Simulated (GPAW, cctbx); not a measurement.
# Reading charge transfer from structure factors

NaN2, P6/mmm (no. 191), a = 3.1306 Å, b = 3.1306 Å, c = 3.7047 Å, α = 90.00°, β = 90.00°, γ = 120.00°.

```
atom  mult.    x    y    z
 Na1      1    0    0    0
  N1      2  2/3  1/3  1/2
```

The cell comes from substitution in a known structure type and wasn't matched to any measured phase.

Absolute values of the static structure factors of the conventional cell from DFT (PBE, GPAW) against free spherical atoms, in electrons:

| hkl | d (Å) | free atoms | crystal |
| --- | --- | --- | --- |
| 001 | 3.705 | 1.97 | 2.18 |
| 100 | 2.711 | 3.74 | 3.52 |
| 101 | 2.188 | 12.01 | 12.10 |
| 002 | 1.852 | 14.41 | 14.09 |
| 110 | 1.565 | 12.61 | 12.77 |
| 102 | 1.530 | 3.50 | 3.61 |
| 111 | 1.442 | 0.61 | 0.58 |
| 200 | 1.356 | 3.25 | 3.27 |
| 201 | 1.273 | 7.99 | 7.97 |
| 003 | 1.235 | 0.64 | 0.96 |

**Question.** Which way does charge move, and which reflections show it best?

Project each element's phase sum on the total phase. |F| rises if density moves to atoms that scatter in phase and falls if it moves to atoms that scatter against it; the rule is for low angles, since changes of shape take over beyond. Where all elements are in phase the terms compete, and the compactness of the donor's and the acceptor's density matters too.

| hkl | Na in phase | N in phase | change (e) | (%) |
| --- | --- | --- | --- | --- |
| 001 | -1.0 | +2.0 | +0.21 | +10.7 |
| 100 | +1.0 | -1.0 | -0.22 | -5.9 |
| 101 | +1.0 | +1.0 | +0.09 | +0.8 |
| 002 | +1.0 | +2.0 | -0.33 | -2.3 |
| 110 | +1.0 | +2.0 | +0.16 | +1.3 |
| 102 | +1.0 | -1.0 | +0.11 | +3.2 |
| 111 | +1.0 | -2.0 | -0.03 | -4.6 |
| 200 | +1.0 | -1.0 | +0.02 | +0.5 |

Low-angle reflections that set elements apart and change by more than 0.05 e: 001 and 100. The signs fit a gain of density on N and a loss on Na. The best witness is 001, +10.7 %, where N enters with +2.0. The real-space density agrees: Voronoi charges Na +0.26, N -0.13 e. The shortest bond, N–N, has Δρ = +0.09 e/Å³ at its midpoint, a covalent bond charge.

[Outputs are excerpts: Python notices, other lines and further rows are left out; steps that failed or that the build refused (PBEsol, TPSS) are not shown.]

[Logs are printed without paths, hosts, clocks, repeated set-up lines and the standing remarks that a program may print on its own settings, such as how far it seeks lower states.]
